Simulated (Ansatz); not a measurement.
# K on Ir(111): change of the work function, part 2 of 2

Wanted: Δφ(θ) for K/Ir(111), starting from the fcc site.

Ansatz 0.2.0; plane-wave DFT, PBE, Ansatz PAW.

So far, work function, upper face (eV): step 2 (the clean slab) 5.49; step 3 (37 atoms, coverage 0.111 ML, cell 3x3) 2.14.

### 4. Adsorbate added, k-mesh 6×6×1, coverage 0.25 ML

System of this step: KIr16 (K/Ir(111)). The cell holds 17 atoms: 16 Ir and 1 K. Its edges and angles: a = 5.431 Å, b = 5.431 Å, c = 27.813 Å, α = 90.0°, β = 90.0°, γ = 60.0°. Vacuum lies along c.

Another coverage, to see how the dipoles act on each other as their distance changes.

input.yaml

```yaml
crystal:
  lattice:
    - [5.4305800796, 0.0, 0.0]
    - [2.7152900398, 4.7030203062, 0.0]
    - [0.0, 0.0, 27.8128080558]
  atoms:
    - { symbol: Ir, position: [0.0, 0.0, 0.3235919215] }
    - { symbol: Ir, position: [0.1666666667, 0.1666666667, 0.4033042982] }
    - { symbol: Ir, position: [0.3333333333, 0.3333333333, 0.4829238796] }
    - { symbol: Ir, position: [0.0, 0.0, 0.5621612478] }
    - { symbol: Ir, position: [0.0, 0.5, 0.3235919215] }
    - { symbol: Ir, position: [0.1666666667, 0.6666666667, 0.4033042982] }
    - { symbol: Ir, position: [0.3333333333, 0.8333333333, 0.4829238796] }
    - { symbol: Ir, position: [0.0, 0.5, 0.5621612478] }
    - { symbol: Ir, position: [0.5, 0.0, 0.3235919215] }
    - { symbol: Ir, position: [0.6666666667, 0.1666666667, 0.4033042982] }
    - { symbol: Ir, position: [0.8333333333, 0.3333333333, 0.4829238796] }
    - { symbol: Ir, position: [0.5, 0.0, 0.5621612478] }
    - { symbol: Ir, position: [0.5, 0.5, 0.3235919215] }
    - { symbol: Ir, position: [0.6666666667, 0.6666666667, 0.4033042982] }
    - { symbol: Ir, position: [0.8333333333, 0.8333333333, 0.4829238796] }
    - { symbol: Ir, position: [0.5, 0.5, 0.5621612478] }
    - { symbol: K, position: [0.1666666667, 0.1666666667, 0.6764080785] }
kpoints:
  mp_grid: { grid: [6, 6, 1] }
hamiltonian:
  xc: pbe
scf:
  occupations: { method: fermi_dirac, width: 0.1 }
  convergence: { dr2_threshold: 1.0e-08 }
efield:
  axis: 3
  dipole_correction: true
  ramp_position: 0.97
  ramp_width: 0.06
relax:
  f_tol: 0.02
  max_steps: 60
  constraints: [{ sites: [0, 1, 4, 5, 8, 9, 12, 13] }]
output:
  dos: { projected: true, e_range: [-8, 4] }
  write_potential: true
  write_density: true
  volumetric_format: npy
  elf: true
```

Started as:

```bash
$ ansatz run input.yaml --threads 4 --pin off --max-ram 16384MiB --backend cpu --events-out ev --progress --plain --runs-dir out
```

The job ended after 4.2 min (4 threads of Arm Neoverse N1, shared host; peak memory 2.9 GiB).

The steps of the relaxation:

```
step  energy less that of the first step (eV)  largest force component (eV/Å)
   1                                   0.0000                          0.5321
   2                                  -0.0473                          0.4398
   3                                  -0.1022                          0.0943
   4                                  -0.1046                          0.0377
   5                                  -0.1049                          0.0021
```

Forces are held to the 6 operations that the program found; a distortion that breaks them can't arise in this run.

The atoms that moved most (Å):

```
atom      dx      dy      dz  length
 K17   0.000   0.000  -0.314   0.314
Ir16   0.000   0.000   0.038   0.038
 Ir4  -0.012  -0.007   0.006   0.015
Ir12   0.012  -0.007   0.006   0.015
 Ir8   0.000   0.014   0.006   0.015
Ir15   0.000   0.000  -0.013   0.013
 Ir7   0.000  -0.001   0.013   0.013
Ir11  -0.001   0.000   0.013   0.013
```

The relaxed structure:

```xyz
17
Lattice="5.4306 0.0000 0.0000 2.7153 4.7030 0.0000 0.0000 0.0000 27.8128" Properties=species:S:1:pos:R:3
Ir    0.0000    0.0000    9.0000
Ir    1.3576    0.7838   11.2170
Ir    2.7160    1.5681   13.4440
Ir   -0.0118   -0.0068   15.6412
Ir    1.3576    2.3515    9.0000
Ir    2.7153    3.1353   11.2170
Ir    4.0729    3.9184   13.4440
Ir    1.3576    2.3651   15.6412
Ir    2.7153    0.0000    9.0000
Ir    4.0729    0.7838   11.2170
Ir    5.4299    1.5681   13.4440
Ir    2.7271   -0.0068   15.6412
Ir    4.0729    2.3515    9.0000
Ir    5.4306    3.1353   11.2170
Ir    6.7882    3.9192   13.4182
Ir    4.0729    2.3515   15.6730
K     1.3576    0.7838   18.4985
```

This step gave:

```yaml
energy_at_zero_smearing: -192496.8866 eV
work_function_upper_face: 1.725 eV
work_function_lower_face: 5.511 eV
dipole_along_the_normal: 0.5344 e·Å
step_between_the_vacuum_levels: -3.786 eV
```

Running mean over 2.217 Å of the planar mean; the ramp of the sawtooth is left out. Electron's electrostatic potential energy less the Fermi level against z:

```
z (Å)  electron's electrostatic potential energy less the Fermi level (eV)
    4                                                                 5.51
    5                                                                 5.51
    6                                                                 5.43
    7                                                                 4.27
    8                                                                -5.49
    9                                                                -12.7
   10                                                                -13.3
   11                                                                -13.5
   12                                                                -13.5
   13                                                                -13.5
   14                                                                -13.5
   15                                                                -13.3
   16                                                                -11.8
   17                                                                -2.53
   18                                                               0.0337
   19                                                               -0.894
   20                                                                0.538
   21                                                                 1.36
   22                                                                 1.59
   23                                                                 1.68
   24                                                                 1.71
```

The density of states has structure finer than the step of the table below, so its rows give means over 0.5 eV. Peaks (eV: height): -3.40: 40.1, -3.10: 47.7, -3.01: 41.3, -1.98: 63.1, -1.32: 47.8, 0.24: 50.1, 1.23: 48.2.

Density of states against energy, zero at the Fermi level; means over each step:

energy (eV), density of states (states/eV a cell) and a bar from the least value:
```
     -7.5        9.1 #
     -7.0       12.9 #######
     -6.5       18.1 ###############
     -6.0       17.3 ##############
     -5.5       14.8 ##########
     -5.0       15.6 ###########
     -4.5       15.1 ##########
     -4.0       21.7 #####################
     -3.5       27.5 ##############################
     -3.0       27.6 ##############################
     -2.5       15.5 ###########
     -2.0       24.7 #########################
     -1.5       16.4 ############
     -1.0       21.4 ####################
     -0.5       19.7 #################
      0.0       18.8 ################
      0.5       22.2 #####################
      1.0       20.8 ###################
      1.5        8.7
```

Projected DOS per atom over height of the atomic layer and energy from the Fermi level. Layers: Ir4 Ir4 Ir4 Ir4 K from below.

Ten even steps from '_' (0.00 states/eV) to '@' (2.30 states/eV), each cell a mean:
```
..____..__
--------::
==****==::
****++++::
++----++::
**====**__
**====**__
++----==__
**====++..
++----++__
##----**__
@@****@@__
********__
==++++==__
--++==--__
--====--__
--==----__
--++==--__
--****==__
::++++::__
..====..__
__....____
```
Columns: height of the atomic layer (Å) from 9 to 18.5 (not evenly spaced); rows upwards: energy from the Fermi level (eV) from -7.96 to 1.95.

Electrostatic potential energy in the ca plane at fractional y = 0.167, with atoms of Ir and K within 0.2 Å of it. With pseudopotentials it is smooth inside the atoms' cores, unlike the true potential.

Values in eV, 8 rows by 16 columns, each cell a mean:
```
-16   4   1   3 -21  -1 -17  -3   8   5   6   8   9   9   9   9
 -3  -6 -28   0  -5   4  -3   4  10   9   8   8   9   9   9   9
  5 -20 -44  -6   6   8   7   9  10   9   9   9   9   9   9   9
 -2  -7 -30   0  -3   5  -2   4  10   9   8   8   9   9   9   9
-16   4   1   3 -21  -1 -17  -3   8   5   6   8   9   9   9   9
 -3  -6 -28   0  -5   4  -2   4   4 -17  -1   7   9   9   9   9
  5 -20 -44  -6   6   8   7   8  -1 -41 -11   7   9   9   9   9
 -2  -7 -30   0  -3   5  -1   4   4 -20  -2   7   9   9   9   9
```
Columns run along c (16.0 Å, from fractional 0.33 to 0.90 of the cell; values clipped at the 3rd and 97th percentile), rows up along a (5.4 Å). Atoms in or near the plane, at fractional coordinates: Ir at (0.40, 0.17), Ir at (0.40, 0.67), K at (0.67, 0.17).

Valence density in the ca plane at fractional y = 0.167, with atoms of Ir and K within 0.2 Å of it. It is the smooth field of the valence electrons, not physical close to the nuclei.

Ten steps, logarithmic in the rise over the least value, from '0' (0.0 e/Å³) to '9' (9.0 e/Å³), each cell a mean:
```
66433343334566434566421111211000000000000000
65433444334566434565421000000000000000000000
54334676433454333454321000000000000000000000
33346999643333222333221000000000000000000000
33347999743333222333211000000000000000000000
33346898643333322333221000000000000000000000
54334666433454333455321000000000000000000000
66433343334566434566421000000000000000000000
65433444334566434565421112221000000000000000
54334676433454333444321135653100000000000000
33346999643333222333221257875200000000000000
33347999743333222333221368876300000000000000
33346898643333322333221257775200000000000000
54334666433454333454321135543100000000000000
```
Columns run along c (16.0 Å, from fractional 0.33 to 0.90 of the cell), rows up along a (5.4 Å). Atoms in or near the plane, at fractional coordinates: Ir at (0.40, 0.17), Ir at (0.40, 0.67), K at (0.67, 0.17).

ELF in the ca plane at fractional y = 0.167, with atoms of Ir and K within 0.2 Å of it. It is the smooth field of the valence electrons, not physical close to the nuclei.

Ten even steps from '0' (0.01) to '9' (0.86), each cell a mean:
```
54333333333454333454332003542000011211100000
54333333333454333344333100000000012211000000
33333565333333232333333210000000112211000000
33335777533333222333333210000001122111000000
33335747533333212334433211000001122111000000
33334777433333222333333210000001122111000000
33333454333333333333333210000000112211000000
54333333333454333454333100000000012211000000
54333333333454333344332014653100011211100000
33333565333333233333331169997300001221100000
33335777533333222333331399999610001221100000
33335747523333212334431499799720001221100000
33334777433333222333331299999610001221100000
33333454333333233333331059997300001221100000
```
Columns run along c (16.0 Å, from fractional 0.33 to 0.90 of the cell), rows up along a (5.4 Å). Atoms in or near the plane, at fractional coordinates: Ir at (0.40, 0.17), Ir at (0.40, 0.67), K at (0.67, 0.17).

The relaxation took 5 steps and lowered the energy by 0.10 eV; the largest force on the free atoms ends at 0.0021 eV/Å.

By hand: a sheet of dipoles makes a step −p/(ε₀A) in the electron's potential. With e/ε₀ = 180.95 V·Å, p = 0.5344 e·Å and A = 25.54 Å², that is −180.95 × (0.5344) / 25.54 = -3.786 eV, and the two vacuum levels of the run differ by -3.786 eV.

The covered face has 1.72 eV, -3.76 eV against the clean one; the bare back face has moved by +0.02 eV, a measure of how thin the slab is.

### 5. Work function against coverage

This step: plane-wave DFT, PBE, Ansatz PAW; work function against coverage (Ansatz 0.2.0).

The runs are now put side by side.

This step gave:

```
work function of the clean face     : 5.486 eV
largest change of the work function : -3.762 eV
```

The work function of the covered face by coverage:

```
coverage (adsorbates/nm²)  work function of the covered face (eV)
                     0.00                                    5.49
                     1.74                                    2.14
                     3.92                                    1.72
```

The dipole per adsorbate comes from the change of the cell's dipole. Coverage, by row:

```
coverage (1/nm²)  coverage (ML)  work function (eV)  change (eV)  dipole per adsorbate, positive end outwards (debye)  mean height of the added atoms over the highest substrate atom (Å)
            1.74         0.1111               2.139       -3.347                                                 5.12                                                               2.888
           3.915           0.25               1.725       -3.762                                                2.561                                                               2.826
```

### 6. Outcome

```json
{"work function of the clean face": "5.49 eV", "work function at 0.11 ML": "2.14 eV", "work function at 0.25 ML": "1.72 eV", "dipole per adsorbate at 0.11 ML, positive end outwards": "5.12 D"}
```

**Reading.** K lowers the work function of Ir(111) at the lowest coverage, by 3.35 eV: the adsorbate layer has its positive end outwards. The slab has 4 layers, at the tabulated experimental lattice constant, one starting site was run, and quantum-size effects of a slab this thin can reach one or two tenths of an eV.

[Long decimals in the printed logs are rounded to 6 places.]

[Logs are printed without paths, hosts, clocks, repeated set-up lines and the standing remarks that a program may print on its own settings, such as how far it seeks lower states.]

[Hosts, paths, dates, database ids (printed as entryN), source tags and the programs' standing remarks are cut or masked in the printed files.]

[Maps of the electrostatic potential energy from Ansatz leave out the sawtooth potential of an applied field or a dipole correction, so their vacuum need not be flat; planar profiles and work functions include it.]

[The density of states shown here was stored with 400 of the rows of the run's finer table, so its peaks can read low, often by over a quarter, or be missed, and its means over a window can be off by a tenth or more.]
